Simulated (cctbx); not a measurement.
# Ni2Bi3Pb with cctbx, script by script

Library: cctbx 2025.11. The data are simulated by the first script.

## 1. Simulate the data

run.py:

```python
from cctbx import adptbx, crystal, miller, sgtbx, xray
from cctbx.array_family import flex
from iotbx.shelx import hklf
from scitbx import matrix
import scitbx.random

cs = crystal.symmetry(unit_cell=(13.388, 13.388, 13.388, 90, 90, 90), space_group_symbol='Hall: F 4d 2 3 -1d')  # Fd-3m
atoms = [  # label, site, U (iso, or U11 U22 U33 U12 U13 U23 in A^2), occupancy
    ("Bi1", (0.5, 0.2995, 0.5), 0.0046, 1),
    ("Pb1", (0.875, 0.875, 0.125), 0.0038, 1),
    ("Ni1", (0.4197, 0.9197, 0.4197), 0.0056, 1),
]
xs = xray.structure(crystal_symmetry=cs)
for label, site, u, occ in atoms:
    u = adptbx.u_cif_as_u_star(cs.unit_cell(), u) if isinstance(u, tuple) else u
    xs.add_scatterer(xray.scatterer(label, site=site, u=u, occupancy=occ))
xs.set_inelastic_form_factors(0.71073, "sasaki")
xs.show_summary()
p1 = xs.expand_to_p1()
ms = miller.build_set(p1, anomalous_flag=True, d_min=0.77)
flex.set_random_seed(214362)
scitbx.random.set_random_seed(214362)
ms = ms.select(flex.random_double(ms.size()) < 0.5)
i = ms.structure_factors_from_scatterers(p1, algorithm="direct").f_calc().as_intensity_array().data()
i = i / flex.sqrt(1 + 0.3 * i / flex.max(i))  # extinction
i = i * 40000 / flex.max(i)
sig = flex.sqrt(i + flex.pow2(0.015 * i) + 15 ** 2)
noise = scitbx.random.variate(scitbx.random.normal_distribution())(i.size())
data = ms.array(data=i + sig * noise, sigmas=sig).set_observation_type_xray_intensity()
with open("data.hkl", "w") as f:
    data.export_as_shelx_hklf(f)
print("reflections written:", data.size(), " <I/sigma> = %.1f" % flex.mean(data.data() / data.sigmas()))
for h, a, b in list(data.sort("data"))[:12]:
    print("%4d%4d%4d %9.1f %7.1f" % (h + (a, b)))
```

```console
$ python run.py
```

```text
Number of scatterers: 3
At special positions: 3
Unit cell: (13.388, 13.388, 13.388, 90, 90, 90)
Space group: F d -3 m :1 (No. 227)
reflections written: 11087  <I/sigma> = 6.4
   0  -4   4   41133.9   632.6
  -4   0  -4   40785.1   632.6
   0  -4  -4   40531.5   632.6
   0   4   4   40135.3   632.6
  -4  -4   0   40089.4   632.6
   4   4   0   40027.6   632.6
  -4   4   0   39891.5   632.6
   4   0   4   39472.9   632.6
  -4   0   4   39037.8   632.6
  -5  -5  -5   34171.9   539.4
   5  -5   5   33716.6   539.4
  -5  -5   5   33655.8   539.4
```

It took 0.36 s on 1 thread of Arm Neoverse V2, on a shared host, peak memory 0.07 GiB.

## 2. Symmetry

run.py:

```python
from cctbx import crystal, sgtbx, statistics
from cctbx.array_family import flex
from iotbx.shelx import hklf

p1 = crystal.symmetry(unit_cell=(13.388, 13.388, 13.388, 90, 90, 90), space_group_symbol="P 1")
raw = hklf.reader(file_name="data.hkl").as_miller_arrays(crystal_symmetry=p1, anomalous=True)[0]
print(raw.size(), "reflections to d = %.3f A" % raw.d_min())
isig = raw.data() / raw.sigmas()
print("centring   violations  <I/sigma> of those")
best = "P"
for c in "ABCIRF":
    a = raw.customized_copy(space_group_info=sgtbx.space_group_info("Hall: %s 1" % c)).sys_absent_flags().data()
    m = flex.mean(isig.select(a))
    print("%5s %10d of %5d %8.1f" % (c, (isig.select(a) > 4).count(True), a.count(True), m))
    if (isig.select(a) > 4).count(True) < 0.01 * a.count(True):
        best = c
raw = raw.select(~raw.customized_copy(space_group_info=sgtbx.space_group_info("Hall: %s 1" % best)).sys_absent_flags().data())
isig = raw.data() / raw.sigmas()
rows = []
for s in sgtbx.space_group_symbol_iterator():
    g = sgtbx.space_group(s)
    if g.conventional_centring_type_symbol() != best or not g.is_compatible_unit_cell(p1.unit_cell(), 1e-3, 0.02):
        continue
    rows.append((s, g))
print("Laue class    unique    Rint  (classes that these axes allow; Friedel mates merged)")
rint = {}
for s, g in rows:
    laue = g.build_derived_patterson_group()
    key = laue.type().hall_symbol()
    if key not in rint:
        m = raw.customized_copy(space_group_info=laue.info(), anomalous_flag=False).merge_equivalents()
        rint[key] = m.r_int()
        print("%-14s %6d %7.3f" % (laue.type().lookup_symbol(), m.array().size(), m.r_int()))
floor = min(rint.values())
good = [(s, g) for s, g in rows if rint[g.build_derived_patterson_group().type().hall_symbol()] < 2 * floor + 0.03]
top = max(g.build_derived_patterson_group().order_z() for s, g in good)
print("space group    extra absences  I>4sigma  <I/sigma>")
for s, g in good:
    laue = g.build_derived_patterson_group()
    if laue.order_z() != top:
        continue
    a = raw.customized_copy(space_group_info=g.info()).sys_absent_flags().data()
    a &= ~raw.customized_copy(space_group_info=laue.info()).sys_absent_flags().data()
    bad = (isig.select(a) > 4).count(True)
    if bad <= 0.03 * a.count(True):
        print("%-16s %8d %10d %9s  %s" % (s.universal_hermann_mauguin(), a.count(True), bad, "%.1f" % flex.mean(isig.select(a)) if a.count(True) else "-", "centric" if g.is_centric() else "acentric"))
laue = max(good, key=lambda t: t[1].build_derived_patterson_group().order_z())[1].build_derived_patterson_group()
f = raw.customized_copy(space_group_info=laue.info(), anomalous_flag=False).merge_equivalents().array().eliminate_sys_absent().f_sq_as_f()
f.set_observation_type_xray_amplitude()
bins = max(3, min(8, f.size() // 12))
f.setup_binner(n_bins=bins)
w = statistics.wilson_plot(f, {e: n / laue.order_z() for e, n in {'Bi': 48.0, 'Pb': 16.0, 'Ni': 32.0}.items()}, e_statistics=True)
print("Wilson B = %.2f A^2   <|E^2-1|> = %.3f (0.968 centric, 0.736 acentric)   E^2>4: %.1f %%" % (w.wilson_b, w.mean_e_sq_minus_1, w.percent_e_sq_gt_2))
print("shell (A)         n   <I/sigma>")
m = raw.customized_copy(space_group_info=laue.info(), anomalous_flag=False).merge_equivalents().array().eliminate_sys_absent()
for b in m.setup_binner(n_bins=bins).range_used():
    sel = m.binner().selection(b)
    print("%5.2f - %4.2f %6d %8.1f" % (min(m.binner().bin_d_range(b)[0] if m.binner().bin_d_range(b)[0] > 0 else 99, 99), m.binner().bin_d_range(b)[1], sel.count(True), flex.mean((m.data() / m.sigmas()).select(sel))))
```

```console
$ python run.py
```

```text
11087 reflections to d = 0.770 A
centring   violations  <I/sigma> of those
    A          0 of  5554      0.0
    B          0 of  5544      0.0
    C          0 of  5568     -0.0
    I       1228 of  5596      7.1
    R       1452 of  7354      6.4
    F          0 of  8333      0.0
Laue class    unique    Rint  (classes that these axes allow; Friedel mates merged)
F m m m           776   0.015
F m -3            271   0.017
F m -3 m          181   0.017
space group    extra absences  I>4sigma  <I/sigma>
F 4 3 2                 0          0         -  acentric
F 41 3 2                9          0      -0.2  acentric
F -4 3 m                0          0         -  acentric
F m -3 m                0          0         -  centric
F d -3 m :1           161          0       0.2  centric
F d -3 m :2           161          0       0.2  centric
Wilson B = 0.70 A^2   <|E^2-1|> = 0.820 (0.968 centric, 0.736 acentric)   E^2>4: 1.7 %
shell (A)         n   <I/sigma>
 7.73 - 1.54     33     93.8
 1.54 - 1.23     22    103.3
 1.23 - 1.07     23    117.2
 1.07 - 0.97     20    108.1
 0.97 - 0.90     23     70.8
 0.90 - 0.85     16     85.2
 0.85 - 0.81     20    107.5
 0.81 - 0.77     24     70.6
```

Time: 0.33 s.

## 3. Charge flipping

run.py:

```python
import itertools
from cctbx import crystal, maptbx
from cctbx.array_family import flex
from iotbx.shelx import hklf
from smtbx.ab_initio import charge_flipping as cf

cs = crystal.symmetry(unit_cell=(13.388, 13.388, 13.388, 90, 90, 90), space_group_symbol='Hall: F 4d 2 3 -1d')  # Fd-3m
raw = hklf.reader(file_name="data.hkl").as_miller_arrays(crystal_symmetry=cs, anomalous=True)[0]
merged = raw.eliminate_sys_absent().merge_equivalents()
fo2 = merged.array().set_observation_type_xray_intensity()
f = fo2.average_bijvoet_mates().f_sq_as_f().resolution_filter(d_min=0.8)
p1 = f.expand_to_p1()
p1.setup_binner_counting_sorted(reflections_per_bin=max(40, p1.size() // 12))
work = p1.array(data=p1.data() / p1.amplitude_quasi_normalisations().data())
flex.set_random_seed(7981)
it = cf.weak_reflection_improved_iterator(delta=None, weak_reflection_fraction=0.1)
it.start(work, phases=flex.random_double(p1.size()) * 6.2832, f_000=0)
it.delta = 0.9 * it.rho_map.sigma()
print("cycle      R  skewness")
for n, st in enumerate(itertools.islice(it, 150)):
    if n % 12 == 0:
        print("%5d %6.3f %8.2f" % (n, st.r1_factor(), st.rho_map.skewness()))
rho = p1.phase_transfer(it.f_calc).fft_map().apply_volume_scaling()
polish = cf.low_density_elimination_iterator(constant_rho_c=rho.sigma())
polish.start(f_obs=p1, phases=it.f_calc, f_000=0)
for _ in range(8):
    next(polish)
print("origin shift          correlation  skewness")
maps = []
for fc, shift, cc in itertools.islice(cf.f_calc_symmetrisations(f, polish.f_calc, 0), 4):
    m = f.phase_transfer(fc).fft_map(symmetry_flags=maptbx.use_space_group_symmetry, resolution_factor=0.25).apply_sigma_scaling()
    maps.append((m.skewness(), cc, m))
    print("%6.3f %6.3f %6.3f %10.3f %9.2f" % (tuple(shift) + (cc, m.skewness())))
skew, cc, m = max((t for t in maps if t[1] > maps[0][1] - 0.04), key=lambda t: t[0])
print("taken: symmetry correlation %.3f, skewness %.2f" % (cc, skew))
peaks = m.peak_search(parameters=maptbx.peak_search_parameters(min_distance_sym_equiv=0.9, max_clusters=8)).all()
sps = cs.special_position_settings(min_distance_sym_equiv=0.5)
print("peak      x       y       z  mult  height/sigma")
for k, (x, h) in enumerate(zip(peaks.sites(), peaks.heights())):
    ss = sps.site_symmetry(x)
    print("Q%-3d %7.4f %7.4f %7.4f %4d %8.1f" % ((k + 1,) + tuple(t % 1 for t in ss.exact_site()) + (ss.multiplicity(), h)))
```

```console
$ python run.py
```

```text
cycle      R  skewness
    0  0.655     0.29
   12  0.448     1.54
   24  0.448     1.74
   36  0.456     1.97
   48  0.461     2.31
   60  0.460     3.90
   72  0.365     5.53
   84  0.337     5.17
   96  0.337     5.17
  108  0.345     5.26
  120  0.337     5.11
  132  0.327     5.06
  144  0.331     5.07
origin shift          correlation  skewness
 0.177  0.419 -0.011      0.849      4.69
 0.177  0.419  0.489      0.849      4.69
 0.190  0.203  0.003      0.808      2.52
 0.473  0.409 -0.021      0.809      0.94
taken: symmetry correlation 0.849, skewness 4.69
peak      x       y       z  mult  height/sigma
Q1    0.1250  0.1250  0.6250   16     16.4
Q2    0.0000  0.0000  0.1954   48     12.5
Q3    0.0520  0.0520  0.9480   32      3.0
Q4    0.0679  0.0679  0.6239   96      2.2
Q5    0.0000  0.0000  0.0000    8      2.0
Q6    0.0435  0.0435  0.8678   96      2.0
Q7    0.9748  0.0252  0.3386   96      1.9
Q8    0.0020  0.1009  0.1951  192      1.8
```

Time: 4.6 s.

## 4. Refinement (model from the peaks)

run.py:

```python
import math
from cctbx import adptbx, crystal, maptbx, sgtbx, xray
from cctbx.array_family import flex
from cctbx.xray import observations
from iotbx.shelx import hklf
from scitbx.lstbx import normal_eqns_solving
from smtbx import absolute_structure, utils
from smtbx.refinement import constraints, least_squares

cs = crystal.symmetry(unit_cell=(13.388, 13.388, 13.388, 90, 90, 90), space_group_symbol='Hall: F 4d 2 3 -1d')  # Fd-3m
atoms = [  # label, site, U (iso, or U11 U22 U33 U12 U13 U23 in A^2), occupancy
    ("Pb1", (0.125, 0.125, 0.625), 0.0200, 1),
    ("Bi1", (0, 0, 0.1954), 0.0200, 1),
    ("Ni1", (0.052, 0.052, 0.948), 0.0200, 1),
]
xs = xray.structure(crystal_symmetry=cs)
for label, site, u, occ in atoms:
    u = adptbx.u_cif_as_u_star(cs.unit_cell(), u) if isinstance(u, tuple) else u
    xs.add_scatterer(xray.scatterer(label, site=site, u=u, occupancy=occ))
xs.set_inelastic_form_factors(0.71073, "sasaki")
raw = hklf.reader(file_name="data.hkl").as_miller_arrays(crystal_symmetry=cs, anomalous=True)[0]
merged = raw.eliminate_sys_absent().merge_equivalents()
fo2 = merged.array().set_observation_type_xray_intensity()
print("Rint %.3f, %d unique reflections to %.2f A" % (merged.r_int(), fo2.size(), fo2.d_min()))
for sc in xs.scatterers():
    sc.flags.set_grad_site(True)
    sc.flags.set_grad_u_aniso(sc.flags.use_u_aniso())
    sc.flags.set_grad_u_iso(sc.flags.use_u_iso())
obs = fo2.as_xray_observations()
extra = {}
rep = constraints.reparametrisation(xs, [], utils.connectivity_table(xs), **extra)
ls = least_squares.crystallographic_ls(obs, rep, weighting_scheme=least_squares.mainstream_shelx_weighting(a=0, b=0))
print("cycle     R1     wR2    GooF  max shift (A)")
for cycle in range(6):
    ls.build_up()
    r1, wr2, goof = ls.r1_factor(cutoff_factor=2)[0], ls.wR2(), ls.goof()
    old = xs.sites_cart()
    normal_eqns_solving.levenberg_marquardt_iterations(ls, n_max_iterations=3, tau=0.0001, step_threshold=1e-7)
    big = flex.max((xs.sites_cart() - old).norms())
    print("%4d %7.4f %7.4f %7.3f %9.5f" % (cycle + 1, r1, wr2, goof, big))
    ls.build_up(objective_only=True)
    if abs(ls.wR2() - wr2) < 5e-5 and big < 5e-4:
        break
ls.build_up()
print("final R1 %.4f wR2 %.4f GooF %.3f  parameters %d  data/parameter %.1f" % (ls.r1_factor(cutoff_factor=2)[0], ls.wR2(), ls.goof(), ls.n_parameters, fo2.size() / ls.n_parameters))
cov = ls.covariance_matrix_and_annotations()
su = dict(zip(cov.annotations, (math.sqrt(max(v, 0)) for v in cov.matrix.matrix_packed_u_diagonal())))
a2 = cs.unit_cell().reciprocal_parameters()[0] ** -2
print("atom        x        y        z      Ueq    occ   su(xyz)  su(Uiso or U11)")
for sc in xs.scatterers():
    s = max(su.get(sc.label + k, 0) for k in (".x", ".y", ".z"))
    npd = "" if sc.is_positive_definite_u(cs.unit_cell()) else "  NPD"
    print("%-5s %8.5f %8.5f %8.5f %8.4f %6.3f %8.5f %7.4f%s" % ((sc.label,) + sc.site + (sc.u_iso_or_equiv(cs.unit_cell()), sc.occupancy, s, su.get(sc.label + ".uiso", su.get(sc.label + ".u11", 0) * a2), npd)))
fo = fo2.f_sq_as_f()
fc = fo.structure_factors_from_scatterers(xs, algorithm="direct").f_calc()
diff = fo.f_obs_minus_f_calc(1 / math.sqrt(ls.scale_factor()), fc).average_bijvoet_mates()
m = diff.fft_map(symmetry_flags=maptbx.use_space_group_symmetry, resolution_factor=0.25).apply_volume_scaling()
print("difference map: max %.2f min %.2f rms %.2f" % (m.statistics().max(), m.statistics().min(), m.statistics().sigma()))
peaks = m.peak_search(parameters=maptbx.peak_search_parameters(min_distance_sym_equiv=0.6, max_clusters=5)).all()
near = xs.closest_distances(peaks.sites(), distance_cutoff=4)
sps = cs.special_position_settings(min_distance_sym_equiv=0.5)
for k, (x, h) in enumerate(zip(peaks.sites(), peaks.heights())):
    ss = sps.site_symmetry(x)
    print("Q%-3d %7.4f %7.4f %7.4f %4d %7.2f  %.2f A from %s" % ((k + 1,) + tuple(t % 1 for t in ss.exact_site()) + (ss.multiplicity(), h, near.smallest_distances[k], xs.scatterers()[near.i_seqs[k]].label)))
```

```console
$ python run.py
```

```text
Rint 0.017, 164 unique reflections to 0.77 A
cycle     R1     wR2    GooF  max shift (A)
   1  0.3968  0.6992  89.283   0.06939
   2  0.2155  0.4333  55.331   0.70358
   3  0.2026  0.4015  51.264   0.51188
   4  0.2012  0.3966  50.640   0.55917
   5  0.1973  0.3916  50.007   1.29620
   6  0.1919  0.3803  48.557   0.00945
final R1 0.1910 wR2 0.3791 GooF 48.403  parameters 5  data/parameter 32.8
atom        x        y        z      Ueq    occ   su(xyz)  su(Uiso or U11)
Pb1    0.12500  0.12500  0.62500   0.0017  1.000  0.00000  0.0022
Bi1    0.00000  0.00000  0.20070   0.0010  1.000  0.00037  0.0019
Ni1    0.18257  0.18257  0.81743   0.4443  1.000  0.01490  0.2212
difference map: max 105.52 min -10.81 rms 5.05
Q1    0.0796  0.0796  0.4204   32  109.51  0.28 A from Ni1
Q2    0.1250  0.1250  0.6250   16   38.09  0.00 A from Pb1
Q3    0.0000  0.0000  0.1964   48   22.35  0.06 A from Bi1
Q4    0.0713  0.1634  0.8366   96    8.15  1.53 A from Ni1
Q5    0.0636  0.0636  0.1598   96    7.23  1.32 A from Bi1
```

Time: 0.72 s.

Figures of merit this high mean that the model is still wrong or incomplete.

## 5. Charge flipping

run.py, as its changes from the last script of this kind:

```diff
@@ -13,3 +13,2 @@
-p1.setup_binner_counting_sorted(reflections_per_bin=max(40, p1.size() // 12))
-work = p1.array(data=p1.data() / p1.amplitude_quasi_normalisations().data())
-flex.set_random_seed(7981)
+work = p1
+flex.set_random_seed(7982)
@@ -20,2 +19,2 @@
-for n, st in enumerate(itertools.islice(it, 150)):
-    if n % 12 == 0:
+for n, st in enumerate(itertools.islice(it, 300)):
+    if n % 25 == 0:
```

```console
$ python run.py
```

```text
cycle      R  skewness
    0  0.658     0.31
   25  0.458     1.92
   50  0.350     5.51
   75  0.343     5.24
  100  0.337     5.18
  125  0.332     5.21
  150  0.335     5.12
  175  0.331     5.12
  200  0.330     5.17
  225  0.321     5.11
  250  0.333     5.16
  275  0.331     5.09
origin shift          correlation  skewness
 0.116  0.275  0.126      0.842      0.64
 0.345  0.033  0.210      0.817      1.32
 0.020  0.395  0.232      0.821      0.49
 0.407  0.181  0.238      0.833      3.87
taken: symmetry correlation 0.833, skewness 3.87
peak      x       y       z  mult  height/sigma
Q1    0.1250  0.1250  0.1250   16     12.7
Q2    0.0000  0.0000  0.3003   48     12.7
Q3    0.0930  0.0930  0.9070   32      3.7
Q4    0.0482  0.0482  0.9518   32      3.6
Q5    0.0479  0.0479  0.5479   32      2.5
Q6    0.0662  0.0662  0.1239   96      2.2
Q7    0.0130  0.1390  0.6390   96      2.0
Q8    0.0411  0.0411  0.4589   32      2.0
```

Time: 4.8 s.

## 6. Refinement (model from the peaks)

run.py, as its changes from the last script of this kind:

```diff
@@ -12,3 +12,3 @@
-    ("Pb1", (0.125, 0.125, 0.625), 0.0200, 1),
-    ("Bi1", (0, 0, 0.1954), 0.0200, 1),
-    ("Ni1", (0.052, 0.052, 0.948), 0.0200, 1),
+    ("Pb1", (0.125, 0.125, 0.125), 0.0200, 1),
+    ("Bi1", (0, 0, 0.3003), 0.0200, 1),
+    ("Ni1", (0.093, 0.093, 0.907), 0.0200, 1),
```

```console
$ python run.py
```

```text
Rint 0.017, 164 unique reflections to 0.77 A
cycle     R1     wR2    GooF  max shift (A)
   1  0.2182  0.4315  55.098   0.29435
   2  0.0118  0.0231   2.952   0.00054
   3  0.0117  0.0229   2.918   0.00000
final R1 0.0117 wR2 0.0229 GooF 2.918  parameters 5  data/parameter 32.8
atom        x        y        z      Ueq    occ   su(xyz)  su(Uiso or U11)
Pb1    0.12500  0.12500  0.12500   0.0033  1.000  0.00000  0.0001
Bi1    0.00000  0.00000  0.29949   0.0042  1.000  0.00002  0.0001
Ni1    0.08033  0.08033  0.91967   0.0049  1.000  0.00006  0.0002
difference map: max 0.79 min -2.17 rms 0.34
Q1    0.0285  0.0285  0.8441   96    0.79  1.41 A from Ni1
Q2    0.0000  0.0000  0.0000    8    0.71  1.86 A from Ni1
Q3    0.0306  0.0306  0.6025   96    0.66  1.43 A from Bi1
Q4    0.0175  0.0801  0.3687  192    0.62  1.44 A from Bi1
Q5    0.0635  0.0635  0.6601   96    0.56  1.32 A from Bi1
```

It took 0.5 s on 1 thread of Arm Neoverse V2 (shared host), peak memory 0.09 GiB.

[Logs are printed without paths, hosts, clocks, repeated set-up lines and the standing remarks that a program may print on its own settings, such as how far it seeks lower states.]
